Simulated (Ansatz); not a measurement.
# Si2W: optical spectrum from first principles

Aim: the dielectric function of Si2W, and the optical constants that follow from it.

Program: Ansatz 0.2.0. Level of theory: DFT, PBE, plane-wave PAW, default files, scalar-relativistic, independent-particle optical response without local fields. Results are calculated unless marked as measured.

## 1. Starting point

Symmetry: I4/mmm, No. 139, tetragonal system. Conventional cell: a = 3.214 Å, b = 3.214 Å, c = 7.830 Å, α = 90.00°, β = 90.00°, γ = 90.00°. Nearest to W lie 10 Si at 2.62 Å. Nearest to Si lie 5 Si at 2.59 to 2.63 Å and 5 W at 2.62 Å. Farther neighbours are not listed.

## 2. Ground state and bands

The self-consistent density comes first; it also tells whether there is a gap, which decides the occupations and the need for a Drude term.

This step: DFT, PBE, plane-wave PAW, default files, scalar-relativistic, ground state (Ansatz 0.2.0).

The input, input.yaml:

```yaml
crystal:
  lattice:
    - [-1.6069, 1.6069, 3.91495]
    - [1.6069, -1.6069, 3.91495]
    - [1.6069, 1.6069, -3.91495]
  atoms:
    - { symbol: W, position: [0.0, 0.0, 0.0] }
    - { symbol: Si, position: [0.6653, 0.6653, 0.0] }
    - { symbol: Si, position: [0.3347, 0.3347, 0.0] }
kpoints:
  mp_grid: { grid: [10, 10, 10] }
  band_path:
    path:
      - [[0.0, 0.0, 0.0], [0.0, 0.0, 0.5], [-0.08423552, 0.08423552, 0.5], [-0.29211776, 0.29211776, 0.29211776], [0.0, 0.0, 0.0], [0.5, 0.5, -0.5], [0.29211776, 0.70788224, -0.29211776], [0.0, 0.5, 0.0], [0.25, 0.25, 0.25], [0.5, 0.5, -0.08423552], [0.5, 0.5, -0.5]]
      - [[0.0, 0.0, 0.5], [0.25, 0.25, 0.25]]
    npoints: 5
scf:
  occupations: { method: fermi_dirac, width: 0.05 }
  n_extra_bands: 7
hamiltonian:
  xc: pbe
  pseudopotentials: { kind: paw }
output:
  forces: true
  stress: true
  populations: true
  write_bands: true
  write_density: true
  write_potential: true
  elf: true
  volumetric_format: npy
```

Run with:

```bash
> ansatz run input.yaml --threads 4 --pin off --max-ram 8192MiB --backend cpu --events-out ev --progress --plain --runs-dir out
```

Numbers of over 12 decimals in the logs are rounded to 6 here.

Output:

```text
scf.n_extra_bands = 7 over 11 filled bands (N_el = 22.0): the run solves 18 bands
Engine: ansatz 0.2.0, x86_64-unknown-linux-gnu
Pseudopotentials: kind: paw
Pseudopotential: W, paw, valence charge 14, recommended cutoff 420 eV (normal), W.paw.azcp
Pseudopotential: Si, paw, valence charge 4, recommended cutoff 420 eV (normal), Si.paw.azcp
Functional definition: PBE
  parameter kappa = 0.804
  parameter beta = 0.066725
  exchange = pbe_x(kappa = kappa, mu = beta*pi^2/3)
  correlation = pbe_c(beta = beta)
Crystal: 3 atoms, lattice volume = 40.436 Å³
Basis set: ecut = 420 eV, 793 PW (Γ), exchange–correlation on 64×64×64 points (8 copies of the dense FFT grid, shifted against one another)
Bands: 18, of which v1, the nominal top of the filled ones, is band 11 counted from 1 (10 counted from 0)
Symmetry: 16 space group operations
Space group: I4/mmm (ITA 139), of the structure as read, at distance tolerance 3.4e-5 Å
k-points: 102 of 1000
Non-local potential: W, projectors of the file, l = 0: 3, l = 1: 2, l = 2: 2, l = 3: 1
Non-local potential: Si, projectors of the file, l = 0: 2, l = 1: 2, l = 2: 2
PAW form: soft (Blöchl's): semilocal exchange-correlation on the pseudo side does not see the compensation charge
PAW one-centre angular grid: W, 590 points (default); XC on 64 Gauss nodes
PAW one-centre angular grid: Si, 110 points (default); XC on 64 Gauss nodes
Initial density: superposition of atomic densities (neutral atoms: chi_scale 0, normalization atom), corrected by the library's trained network
Initial wavefunctions: pseudopotential atomic-orbital guess
Functional: x = pbe(κ = 0.804, μ = 0.219515), c = pbe(β = 0.066725)
SCF iter   1: F=—  HF=-11657.452980 eV  |F-HF|=—  |Δ(HF+E_count)|=         —  Δρ=3.33e-3  dr2=1.78e-3  ethr=1.77e-3  ⟨swp⟩=5.4  Hψ=10307  notcnv=0  defer=5
preconditioner: auto → Kerker (q_TF=auto, 2.465 Å⁻¹)  [metal: Δε(μ)=0.014 eV  Ē_g=9.805 eV  σ=0.050 eV  W_gap=0.07  n_scr=10 (ndim 8)  ℏωp=21.8 eV  f_vac=0.000  D(μ)=0.44/eV (n_scr^D=0)]
SCF iter   2: F=—  HF=-11657.453357 eV  |F-HF|=—  |Δ(HF+E_count)|=   3.78e-4  Δρ=1.90e-3  dr2=6.83e-4  ethr=8.07e-6  ⟨swp⟩=1.1  Hψ=2658  notcnv=0  defer=46
SCF iter   3: F=—  HF=-11657.453499 eV  |F-HF|=—  |Δ(HF+E_count)|=   1.42e-4  Δρ=2.52e-4  dr2=3.21e-5  ethr=3.11e-6  ⟨swp⟩=2.3  Hψ=2337  notcnv=0  defer=46
SCF iter   4: F=—  HF=-11657.453502 eV  |F-HF|=—  |Δ(HF+E_count)|=   3.03e-6  Δρ=9.04e-5  dr2=2.31e-6  ethr=1.46e-7  ⟨swp⟩=2.4  Hψ=2278  notcnv=0  defer=46
SCF iter   5: F=—  HF=-11657.453502 eV  |F-HF|=—  |Δ(HF+E_count)|=   7.64e-8  Δρ=1.66e-5  dr2=1.86e-7  ethr=1.05e-8  ⟨swp⟩=2.2  Hψ=2281  notcnv=0  defer=46
SCF iter   6: F=-11657.453502 eV  HF=-11657.453502 eV  |F-HF|=5.08e-9  |Δ(HF+E_count)|=   2.74e-8  Δρ=3.56e-6  dr2=7.67e-9  ethr=4.55e-10  ⟨swp⟩=11.3  Hψ=10755  notcnv=0
SCF 1 converged in 6 iterations: F = -11657.453502 eV  dr2 = 7.67e-9
  greatest PAW one-centre occupation: 0.999 electrons in one spin orbital (limit 2), on the W atom at site 0 (counted from 0), in its partial waves of l = 0
NSCF: frozen V_eff on 57 k-points
SCF converged after 6 iterations
Free energy (F): -11657.453502 eV
Harris-Foulkes:  -11657.453502 eV  (|F-HF|=5.08e-9)
Internal energy: -11657.450184 eV  (E = F + TS)
E sigma→0 (E₀):  -11657.451843 eV
Entropy (-TS):   -0.003318 eV (-1.106 meV/atom)
Fermi energy:    16.747220 eV
--- Per-component energies (eV) ---
  E_band       = -80.160148
  E_kinetic    = 541.601598
  E_local      = -946.608790  (includes V_loc(G=0)·N_el)
  E_nonlocal   = 50.701015
  E_hartree    = 371.775556
  E_xc         = -382.068728
  E_vxc        = -338.778131  (∫ρ·V_xc dr)
  E_paw        = -9588.368143  (= ΣΔE_a)
  E_vpaw       = -130.629486  (= ΣTr[D̂ρ^β])
  E_aug_tail   = -0.000067  (compensation charges beyond the density's cutoff)
  E_ewald      = -1704.482625
  E_smearing   = -0.003318  (= −TS)
  E_closure    = 0.000000  (closes the sum)
  Σ components = -11657.453502   (vs F -11657.453502, Δ=0.00e0)
--- Forces (eV/Å), atoms counted from 1 ---
  atom   1  W      0.00000000     0.00000000     0.00000000
  atom   2  Si     0.00000000    -0.00000000     0.04324579
  atom   3  Si     0.00000000    -0.00000000    -0.04324579
  max |Σ_I F_I| component: 9.71e-17 eV/Å
--- Stress (GPa, compression-positive) ---
        3.194442       0.000000      -0.000000
        0.000000       3.194442       0.000000
       -0.000000       0.000000       3.510845
  P = ⅓ Tr σ = 3.2999 GPa (32.999 kbar)
--- Band table (eV; the first three rows and the last of 102) ---
  k-point 0: bands = [... 7 lower, 13.4267, 13.9035, 13.9035, 17.3630, 19.4959, 19.6818, 19.8211, 19.8211, ... 3 higher]
  k-point 1: bands = [... 7 lower, 13.1576, 13.4998, 14.7024, 15.9753, 19.1657, 20.0507, 20.0928, 20.4924, ... 3 higher]
  k-point 2: bands = [... 7 lower, 11.8349, 13.7504, 14.0064, 15.0093, 19.4578, 20.4599, 20.5882, 20.6211, ... 3 higher]
  k-point 101: bands = [... 7 lower, 14.1728, 15.9073, 15.9073, 16.2486, 16.2486, 17.5410, 21.2562, 21.6331, ... 3 higher]
--- Löwdin populations: 3 sites ---
  site symbol       q [e]
     0      W     13.9102
     1     Si      3.9261
     2     Si      3.9261
  spilling = 0.010802 (of n_electrons = 22.000000)
```

The job ended after 1.3 s (4 threads of Intel Xeon 6975P-C (Granite Rapids), shared host; peak memory 0.46 GiB).

Read-outs, printed or worked out from the files:

```
free energy         : -11657.4535 eV
Fermi energy        : 16.75 eV
electrons           : 22
symmetry operations : 16
pressure            : 3.300 GPa
volume              : 40.44 Å³
gap on the path     : 0 eV
```

There are states at the Fermi level within the smearing, so the occupations stay smeared and the carriers get a Drude term. The cell is left with a pressure of 3.3 GPa and forces up to 0.04 eV/Å, as it stands unrelaxed at this level.

Electronic bands along the path, in eV, zero at the Fermi level; # counts the bands kept:

| point | #4 | #5 | #6 | #7 | #8 | #9 | #10 | #11 |
| --- | --- | --- | --- | --- | --- | --- | --- | --- |
| Γ | -3.32 | -2.84 | -2.84 | 0.62 | 2.75 | 2.94 | 3.07 | 3.07 |
| 0.60 of the way | -5.59 | -3.16 | -2.55 | -2.29 | 2.18 | 3.43 | 3.72 | 4.19 |
| X | -5.49 | -5.01 | -3.25 | -1.76 | 2.80 | 2.98 | 3.13 | 3.91 |
| 0.40 of the way | -5.15 | -5.03 | -3.23 | -1.88 | 2.57 | 2.77 | 3.13 | 4.21 |
| Y | -5.13 | -4.08 | -3.11 | -2.32 | 1.98 | 2.14 | 3.04 | 5.15 |
| 0.40 of the way | -3.97 | -2.92 | -2.82 | -1.95 | 1.43 | 1.74 | 2.74 | 4.40 |
| S | -3.05 | -2.70 | -2.47 | -0.32 | 1.80 | 2.53 | 3.54 | 4.40 |
| 0.60 of the way | -3.60 | -2.57 | -2.28 | -1.41 | 1.45 | 2.21 | 4.15 | 5.00 |
| Γ | -3.32 | -2.84 | -2.84 | 0.62 | 2.75 | 2.94 | 3.07 | 3.07 |
| 0.60 of the way | -2.37 | -2.03 | -2.03 | 0.73 | 1.11 | 1.11 | 1.88 | 4.63 |
| Z | -2.57 | -0.84 | -0.84 | -0.50 | -0.50 | 0.79 | 4.51 | 4.89 |
| 0.60 of the way | -2.79 | -2.05 | -1.70 | -0.24 | 0.42 | 1.99 | 3.32 | 5.73 |
| S1 | -3.05 | -2.70 | -2.47 | -0.32 | 1.80 | 2.53 | 3.54 | 4.40 |
| 0.40 of the way | -3.53 | -2.76 | -2.67 | -0.41 | 2.30 | 2.85 | 3.23 | 4.23 |
| N | -4.86 | -2.80 | -2.76 | -0.43 | 2.71 | 2.79 | 3.94 | 4.43 |
| 0.60 of the way | -4.03 | -3.90 | -2.40 | -2.23 | 0.31 | 2.63 | 3.47 | 3.67 |
| P | -6.58 | -3.02 | -2.43 | -2.43 | 0.09 | 2.98 | 3.63 | 4.10 |
| 0.40 of the way | -5.97 | -3.59 | -2.87 | -2.14 | 0.86 | 2.81 | 3.59 | 4.06 |
| Y1 | -5.13 | -4.08 | -3.11 | -2.32 | 1.98 | 2.14 | 3.04 | 5.15 |
| 0.40 of the way | -5.13 | -2.24 | -2.11 | -0.87 | 0.37 | 1.99 | 2.28 | 5.66 |
| Z | -2.57 | -0.84 | -0.84 | -0.50 | -0.50 | 0.79 | 4.51 | 4.89 |
| jump to X | -5.49 | -5.01 | -3.25 | -1.76 | 2.80 | 2.98 | 3.13 | 3.91 |
| 0.40 of the way | -6.13 | -4.17 | -3.07 | -1.88 | 1.57 | 2.98 | 3.54 | 3.94 |
| P | -6.58 | -3.02 | -2.43 | -2.43 | 0.09 | 2.98 | 3.63 | 4.10 |

Electrostatic potential energy in the ac plane of the conventional cell at fractional y = 0.000, with atoms of W and Si within 0.2 Å of it. With pseudopotentials it is smooth inside the atoms' cores, unlike the true potential.

Ten even steps from '0' (-51 eV) to '9' (18 eV), each cell a mean:
```
00147999986310
22468999998632
66789999999876
89999999999999
89999999999999
66789999999876
12478999998632
00258999997410
01368999998520
34689999998753
78899999999987
99999999999999
88999999999998
56789999999876
12478999998632
00258999997410
01368999998520
34689999998754
88899999999988
99999999999999
88899999999988
44679999998754
01257999987420
00136899986300
```

Valence density in the ac plane of the conventional cell at fractional y = 0.000, with atoms of W and Si within 0.2 Å of it. It is the smooth field of the valence electrons, not physical close to the nuclei.

Ten steps, logarithmic in the rise over the least value, from '_' (0.1 e/Å³) to '@' (5.2 e/Å³), each cell a mean:
```
@@@@@@##++--------==**%%@@@@
@@@@%%**==----------++##%%@@
****++==------------====++**
======------::::::------====
======----::::::::::----====
======----::::::::::--======
----====--::::::::----==----
__..--==----::::::--==--::..
..::--====----::----====--::
----======----------======--
========--------------======
----------------------------
====--------------------====
========------------========
::--======----------====----
__..--====--::::----====--..
..::--==----::::::----==--::
========--::::::::::--======
======----::::::::::--======
======----::::::::------====
++++====------::------====++
%%##**++==----------==++##%%
@@@@@@##++--------==++##@@@@
@@@@@@%%++--------==**%%@@@@
```

## 3. Spectrum

The spectrum is a sum over vertical transitions between filled and empty bands at the fixed density, so many empty bands are needed.

This step: DFT, PBE, plane-wave PAW, default files, scalar-relativistic, independent-particle optical response without local fields (Ansatz 0.2.0).

input.yaml, the sections that differ from step 2:

```yaml
kpoints:
  mp_grid: { grid: [13, 13, 13] }
scf:
  occupations: { method: fermi_dirac, width: 0.05 }
output:
  optics:
    e_range: [0, 20]
    de: 0.05
    sigma: 0.1
    drude_damping: 0.1
    nscf_kmesh: { grid: [16, 16, 16] }
    bands: { spectra_wanted_up_to: 20 }
# crystal, hamiltonian: as in step 2
```

Output:

```text
[...]
Crystal: 3 atoms, lattice volume = 40.436 Å³
Basis set: ecut = 420 eV, 793 PW (Γ)
Bands: 15, of which v1, the nominal top of the filled ones, is band 11 counted from 1 (10 counted from 0)
Symmetry: 16 space group operations
[...]
k-points: 196 of 2197
[...]
SCF iter   1: F=—  HF=-11657.455766 eV  |F-HF|=—  |Δ(HF+E_count)|=         —  Δρ=3.48e-3  dr2=2.06e-3  ethr=1.77e-3  ⟨swp⟩=5.4  Hψ=17198  notcnv=0
[...]
SCF iter   8: F=-11657.456172 eV  HF=-11657.456172 eV  |F-HF|=1.82e-12  |Δ(HF+E_count)|=  9.09e-12  Δρ=2.70e-8  dr2=2.11e-13  ethr=1.00e-12  ⟨swp⟩=2.5  Hψ=6091  notcnv=0
SCF 1 converged in 8 iterations: F = -11657.456172 eV  dr2 = 2.11e-13
[...]
NSCF: frozen V_eff on 349 k-points
output.optics: what the bands over the 39 summed would add to eps1, eps2 and the energy-loss function is held between a lower and an upper bound (7 Lanczos steps). eps1, eps2 and their loss function (loss_summed_bands) are given on every row as the summed bands alone make them. Along an axis, on a row where the two bounds hold the loss function to about 1 % of the greater of itself and 0.5 % of |1/eps|, its cell (loss_completed) is given, with the completed eps1 and eps2 that it is formed of (a cell that is left empty reads nan in the table and null in the record). The two bounds hold it so along every axis on all 400 rows up to 20.000 eV. [rest of the remark cut]
SCF converged after 8 iterations
Free energy (F): -11657.456172 eV
[...]
Internal energy: -11657.454564 eV  (E = F + TS)
E sigma→0 (E₀):  -11657.455368 eV
Entropy (-TS):   -0.001608 eV (-0.536 meV/atom)
Fermi energy:    16.768348 eV
[...]
--- Band table (eV; the first three rows and the last of 196) ---
  k-point 0: bands = [... 7 lower, 13.4221, 13.9037, 13.9037, 17.3571, 19.4993, 19.6840, 19.8195, 19.8195]
  k-point 1: bands = [... 7 lower, 13.4294, 13.4646, 14.4917, 16.4492, 19.2519, 19.9611, 19.9968, 20.2271]
  k-point 2: bands = [... 7 lower, 12.4477, 13.6054, 14.8212, 15.0144, 19.1721, 20.2842, 20.3487, 20.9371]
  k-point 195: bands = [... 7 lower, 13.9254, 15.7103, 16.0746, 16.0867, 16.2786, 17.7025, 21.4401, 21.8836]
```

Wall time 60 s (4 threads); peak memory 2 GiB.

Read-outs, printed or worked out from the files:

* main peak of the optical conductivity above 1 eV, first axis: 5.067 eV
* Drude plasma energy, first axis: 2.619 eV
* bands summed: 39
* spectra valid up to: 31.02 eV
* program's estimate of the k-sum error in Im epsilon: 0.02 %
* electrons in the f-sum: 19.64

[end of part 1 of 2]

[Logs are printed without paths, hosts, clocks, repeated set-up lines and the standing remarks that a program may print on its own settings, such as how far it seeks lower states.]

[Hosts, paths, dates, database ids (printed as entryN), source tags and the programs' standing remarks are cut or masked in the printed files.]
